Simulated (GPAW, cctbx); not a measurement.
## By hand: from a DFT structure factor to an extinction distance in Ba2SrTeS6

Ba2SrTeS6, R-3 (no. 148), a = 7.6186 Å, b = 7.6186 Å, c = 17.0410 Å, α = 90.00°, β = 90.00°, γ = 120.00°.

| atom | mult. | x | y | z |
| --- | --- | --- | --- | --- |
| Ba1 | 6 | 1/3 | 2/3 | 0.4069 |
| Te1 | 3 | 1/3 | 2/3 | 1/6 |
| Sr1 | 3 | 0 | 0 | 0 |
| S1 | 18 | 0.0397 | 0.6049 | 0.2514 |

The cell comes from substitution in a known structure type and wasn't matched to any measured phase.

A DFT run (GPAW, PBE, 450 eV, 3×3×3 k-points, Fermi–Dirac width 0.05 eV) gives the static X-ray structure factor of 1 1 -3 as 150.558 e for the conventional cell; superposed free atoms give 147.531 e. **Problem.** Find the Fourier component V of the crystal potential and the two-beam extinction distance at 120 kV in both cases.

## Step 1: Geometry

The cell volume is Ω = 856.59 Å³ and d(1 1 -3) = 3.1638 Å, so g = 1/d = 0.3161 Å⁻¹.

## Step 2: The nuclei

Electrons feel nuclei as well as electrons, so the nuclear charges are summed with the same phases.

Phase sums Σ exp(2πi h·x), turned so that the total is real and positive: Ba +1.102, Te -3.000, Sr +3.000, S +10.771. Then F_Z = 56 × (+1.102) + 52 × (-3.000) + 38 × (+3.000) + 16 × (+10.771) = 192.04 e. The electron term has the same sign for this reflection.

## Step 3: Mott–Bethe

Poisson's equation, term by term, gives V = (e/4πε₀)(F_Z − F)/(πΩg²), with e/4πε₀ = 14.3996 V Å.

The prefactor is 14.3996 × 3.1638²/(π × 856.59) = 0.05356 V per electron. Free atoms: (192.04 − 147.531) × 0.05356 = 2.384 V. Crystal: (192.04 − 150.558) × 0.05356 = 2.222 V. F changes by +2.05 % and V by -6.8 %: the same 3.03 e is measured against F_Z − F = 44.5 e in place of F = 147.5 e.

## Step 4: Extinction distance

In the two-beam case ξ = 1/(λU) with U = 2γm₀eV/h², that is ξ = 150.41 V Å²/(γλV).

At 120 kV, λ = 0.03349 Å and γ = 1.2348. Free atoms: ξ = 1526 Å. Crystal: ξ = 1637 Å. The thickness fringes go as sin²(πt/ξ), so the two patterns slip by a quarter of a period when t|1/ξ₁ − 1/ξ₀| = 1/4, at t ≈ 561 nm. Thermal motion, absorption and many-beam coupling, left out here, change a real pattern.

## Step 5: Answer

V(1 1 -3) is 2.22 V against 2.38 V, and ξ is 1637 against 1526 Å. Limits: static atoms, two beams.
